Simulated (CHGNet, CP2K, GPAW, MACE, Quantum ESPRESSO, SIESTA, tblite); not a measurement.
# CP2K on glassy 86SiO2-5SrO-5ZnO-5MgO (mol %) (63 atoms): settings against a plane-wave reference, part 2 of 2

Wanted: CP2K inputs and outputs for glassy 86SiO2-5SrO-5ZnO-5MgO (mol %) (63 atoms), checked against a plane-wave reference.

Program: CP2K 2026.2; the method stands at each step. Banners, paths, timers and routine set-up lines are dropped from the logs unmarked, and long logs keep their key lines alone; longer cuts are marked.

So far. Step 2 (PBE, DZVP-MOLOPT-SR, 1200/50 Ry, diagonalisation): Forces lie 5.5 % from the reference's, at 0.56 times its CPU time (on 2 against 4 cores). Step 3 (PBE, DZVP-MOLOPT-SR, 1200/50 Ry, TRS4 filter 1e-03, SCF …): Against the first run (5.5 %), the force difference from the reference is 12 %, at 0.72 times the CPU time (9 SCF steps against 14).

## (4) PBE, DZVP-MOLOPT-SR, 420/50 Ry, diagonalisation

Method: Kohn-Sham DFT, PBE, GTH-PBE pseudopotentials, Gaussian and plane waves, DZVP-MOLOPT-SR-GTH, diagonalisation.

Input file input.inp:

```
&GLOBAL
  PROJECT cell
  RUN_TYPE ENERGY_FORCE
  PRINT_LEVEL LOW
&END GLOBAL
&FORCE_EVAL
  METHOD QS
  STRESS_TENSOR ANALYTICAL
  &DFT
    BASIS_SET_FILE_NAME BASIS_MOLOPT
    POTENTIAL_FILE_NAME GTH_POTENTIALS
    &MGRID
      CUTOFF 420
      REL_CUTOFF 50
    &END MGRID
    &QS
      EPS_DEFAULT 1.0E-12
    &END QS
    &SCF
      SCF_GUESS ATOMIC
      EPS_SCF 5.0E-06
      MAX_SCF 200
      ADDED_MOS 14
      &DIAGONALIZATION
        ALGORITHM STANDARD
      &END DIAGONALIZATION
      &SMEAR ON
        METHOD FERMI_DIRAC
        ELECTRONIC_TEMPERATURE [K] 580
      &END SMEAR
      &MIXING
        METHOD BROYDEN_MIXING
        ALPHA 0.3
        NBROYDEN 12
      &END MIXING
      &PRINT
        &RESTART OFF
        &END RESTART
      &END PRINT
    &END SCF
    &XC
      &XC_FUNCTIONAL PBE
      &END XC_FUNCTIONAL
    &END XC
    &PRINT
      &MULLIKEN ON
      &END MULLIKEN
      &HIRSHFELD ON
        SHAPE_FUNCTION DENSITY
      &END HIRSHFELD
      &MO ON
        EIGENVALUES T
        OCCUPATION_NUMBERS T
        MO_INDEX_RANGE 166 189
        &EACH
          QS_SCF 0
        &END EACH
        ADD_LAST NUMERIC
      &END MO
    &END PRINT
  &END DFT
  &SUBSYS
    &CELL
      A 9.65803 0.00000 0.00000
      B 0.00000 9.65803 0.00000
      C 0.00000 0.00000 9.65803
    &END CELL
    &TOPOLOGY
      COORD_FILE_NAME structure.xyz
      COORD_FILE_FORMAT XYZ
    &END TOPOLOGY
    &KIND Si
      BASIS_SET DZVP-MOLOPT-SR-GTH-q4
      POTENTIAL GTH-PBE-q4
    &END KIND
    &KIND Sr
      BASIS_SET DZVP-MOLOPT-SR-GTH-q10
      POTENTIAL GTH-PBE-q10
    &END KIND
    &KIND Zn
      BASIS_SET DZVP-MOLOPT-SR-GTH-q12
      POTENTIAL GTH-PBE-q12
    &END KIND
    &KIND Mg
      BASIS_SET DZVP-MOLOPT-SR-GTH-q10
      POTENTIAL GTH-PBE-q10
    &END KIND
    &KIND O
      BASIS_SET DZVP-MOLOPT-SR-GTH-q6
      POTENTIAL GTH-PBE-q6
    &END KIND
  &END SUBSYS
  &PRINT
    &FORCES ON
    &END FORCES
    &STRESS_TENSOR ON
    &END STRESS_TENSOR
  &END PRINT
&END FORCE_EVAL
```

Input file structure.xyz:

```xyz
63

[... 63 atom lines left out: the same atoms as in the first run ...]
```

Command:

```
$ OMP_NUM_THREADS=2 cp2k.psmp -i input.inp > output.txt
```

Numbers of over 12 decimals in the logs are rounded to 6 here.

The log of the run:

```text
CP2K| version string:                                       CP2K version 2026.2
 CP2K| Input file name                                                 input.inp
 GLOBAL| Basis set file name                                        BASIS_MOLOPT
 GLOBAL| Potential file name                                      GTH_POTENTIALS
[... lines left out ...]
 Number of electrons:                                                        354
[... lines left out ...]
  Step     Update method      Time    Convergence         Total energy    Change
[... lines left out ...]
  *** SCF run converged in    14 steps ***
[... lines left out ...]
  Fermi energy:                                                 0.146877
  Total energy:                                              -889.302309
  Total energy (extrapolated to T->0):                       -889.302309
[... lines left out ...]
 MO| E(Fermi):            0.146877 a.u.          3.996732 eV
[... lines left out ...]
 ENERGY| Total FORCE_EVAL ( QS ) energy [hartree]           -889.302354
[... lines left out ...]
 FORCES|      1  1.32504455E-02 -6.71760988E-03 -5.95577741E-02   6.13826444E-02
 FORCES|      2 -6.09629875E-02 -1.15002621E-01 -1.63953565E-02   1.31190306E-01
 FORCES|      3 -8.72861309E-02  4.36004359E-02  9.21217177E-02   1.34187472E-01
[...]
FORCES|     62 -3.29899700E-02 -1.82492777E-02  1.34322961E-02   4.00225041E-02
 FORCES|     63 -3.15010011E-02  2.69588184E-03  9.16313017E-03   3.29172265E-02
 FORCES| Sum     8.28746947E-02 -8.53420178E-02 -1.00510220E-02
 FORCES| Total atomic force                                       1.19383827E-01
 STRESS| Analytical stress tensor [bar]
 STRESS|                        x                   y                   z
 STRESS|      x        5.44735936415E+04   1.00889772064E+04   6.60588063076E+03
 STRESS|      y        1.00889772064E+04   6.15372264271E+04  -2.99191842293E+03
 STRESS|      z        6.60588063076E+03  -2.99191842293E+03   5.10226069180E+04
 STRESS| 1/3 Trace                                             5.56778089955E+04
```

Wall time 70 s (2 threads of Arm Neoverse V1, shared host); peak memory 1.6 GiB.

Compared with the plane-wave run:

| Item | Value |
| --- | --- |
| r.m.s. force component | 2.638 eV/Å |
| r.m.s. difference of force components | 463 meV/Å |
| longest difference of force vectors | 5947 meV/Å |
| force difference over r.m.s. force | 17.26 % |
| slope of forces against the reference's | 0.9687 |
| correlation of force components | 0.985 |
| gap (highest filled to lowest empty level) | 2.429 eV |
| gap difference | -0.0429 eV |
| pressure | 5.568 GPa |
| pressure difference | -0.2319 GPa |
| energy less the same-level run's | -1.877 meV/atom |
| r.m.s. force difference from the same-level run | 426.2 meV/Å |

This is a coarse setting, run to see what it loses.

Against the first run (5.5 %), the force difference from the reference is 17 %, at 0.47 times the CPU time: the grid matters here.

The difference per atom is largest on Mg (5.9 eV/Å on average, against 0.31 on Si). The forces add up to 6.1 eV/Å instead of zero, usually a sign of too coarse a grid.

## (5) Side by side

Differences are against the plane-wave reference, forces as r.m.s. over components; share is that over the reference's r.m.s. force, slope the least-squares factor from reference forces to these. Total energies of different programs have different zeros and aren't compared.

| run | Δ force, r.m.s. (meV/Å) | share (%) | slope | Δ pressure (GPa) | Δ gap (eV) | cores | CPU time | memory (GiB) |
| --- | --- | --- | --- | --- | --- | --- | --- | --- |
| reference | - | - | - | - | - | 4 | 8.3 min | 2.8 |
| CP2K PBE, DZVP-MOLOPT-SR, 1200/50 Ry, diagonalisation | 148 | 5.53 | 0.972 | -0.234 | -0.0302 | 2 | 4.6 min | 8.0 |
| CP2K PBE, DZVP-MOLOPT-SR, 1200/50 Ry, TRS4 filter 1e-03, SCF 1e-04 (coarse) | 330 | 12.3 | 0.958 | 0.451 | - | 2 | 3.3 min | 3.6 |
| CP2K PBE, DZVP-MOLOPT-SR, 420/50 Ry, diagonalisation (coarse) | 463 | 17.3 | 0.969 | -0.232 | -0.0429 | 2 | 2.1 min | 1.6 |

Rows marked coarse were listed beforehand as settings not expected to be converged; some can still land near the reference.

CPU time is summed over cores on a shared host, where runs went side by side, so it is rough. Symmetry, cutoffs, thresholds, outputs and thread counts weren't matched or tuned between programs; memory under MPI is the largest rank's times the ranks.

Within one program, basis, potentials and functional, energies share a zero. Each run against its twin at the usual cutoff or grid and solver:

| run | twin | Δ energy (meV/atom) | Δ force, r.m.s. (meV/Å) | CPU time over the twin's |
| --- | --- | --- | --- | --- |
| CP2K PBE, DZVP-MOLOPT-SR, 1200/50 Ry, TRS4 filter 1e-03, SCF 1e-04 | DZVP-MOLOPT-SR, 1200/50 Ry, diagonalisation | 61.0 | 329 | 0.72 |
| CP2K PBE, DZVP-MOLOPT-SR, 420/50 Ry, diagonalisation | DZVP-MOLOPT-SR, 1200/50 Ry, diagonalisation | -1.88 | 426 | 0.47 |

A second geometry, displaced anew (every atom was moved at random, 0.08 Å r.m.s. a Cartesian component), gives an energy difference that all programs can be tested on. The reference puts it at 218.8 meV/atom.

| run | energy less the first geometry's (meV/atom) | error (meV/atom) | force share at the second geometry (%) |
| --- | --- | --- | --- |
| CP2K PBE, DZVP-MOLOPT-SR, 1200/50 Ry, diagonalisation | 212.0 | -6.83 | 5.43 |
| CP2K PBE, DZVP-MOLOPT-SR, 1200/50 Ry, TRS4 filter 1e-03, SCF 1e-04 | 237.9 | 19.0 | 11.8 |
| CP2K PBE, DZVP-MOLOPT-SR, 420/50 Ry, diagonalisation | 210.8 | -8.06 | 11.7 |

## (6) Results

```json
{
  "nearest in forces": "CP2K PBE, DZVP-MOLOPT-SR, 1200/50 Ry, diagonalisation, 5.5 %",
  "its CPU time": "4.6 min"
}
```

In words: The PBE run in local orbitals, coarse settings apart, differs by 5.5 % (CP2K PBE, DZVP-MOLOPT-SR, 1200/50 Ry, diagonalisation); basis, grid and potentials can all enter. Runs with settings chosen to be coarse differ by 12 % (CP2K PBE, DZVP-MOLOPT-SR, 1200/50 Ry, TRS4 filter 1e-03, SCF 1e-04) to 17 % (CP2K PBE, DZVP-MOLOPT-SR, 420/50 Ry, diagonalisation), their programs' other errors included. Of the electronic-structure runs that take under half the reference's CPU time, CP2K PBE, DZVP-MOLOPT-SR, 1200/50 Ry, TRS4 filter 1e-03, SCF 1e-04 comes nearest, at 12 % in 3.3 min against 8.3 min. At the same functional, gaps differ from the reference's 2.47 eV by between -0.04 and -0.03 eV. The energy difference between the two geometries, 219 meV/atom in the reference, is met best by CP2K PBE, DZVP-MOLOPT-SR, 1200/50 Ry, diagonalisation (-6.83) and worst by CP2K PBE, DZVP-MOLOPT-SR, 1200/50 Ry, TRS4 filter 1e-03, SCF 1e-04 (coarse) (+19). Forces of 2.7 eV/Å r.m.s. are well above thermal ones: they come largely from the bond lengths of the classical model and from the random displacements, and they dominate the comparison. The reference's pressure holds the uncorrected Pulay stress of its 60 Ry basis, so small pressure differences, and their order, may be the reference's own error. The quench rate of 50 K/ps is many orders above laboratory rates, so the cell is likely richer in defects and strain than a real sample. The network of bonds at the start is that of the classical potential that made the cell, and needn't be the one that DFT or experiment would give. The electronic-structure runs sample only Γ, in a cell whose shortest periodic width is 10 Å.

[Also dropped from logs without a mark: logging warnings of Python, and SIESTA's first energy breakdown and zero terms.]

[Logs are printed without paths, hosts, clocks, repeated set-up lines and the standing remarks that a program may print on its own settings, such as how far it seeks lower states.]

[Hosts, paths, dates, database ids (printed as entryN), source tags and the programs' standing remarks are cut or masked in the printed files.]
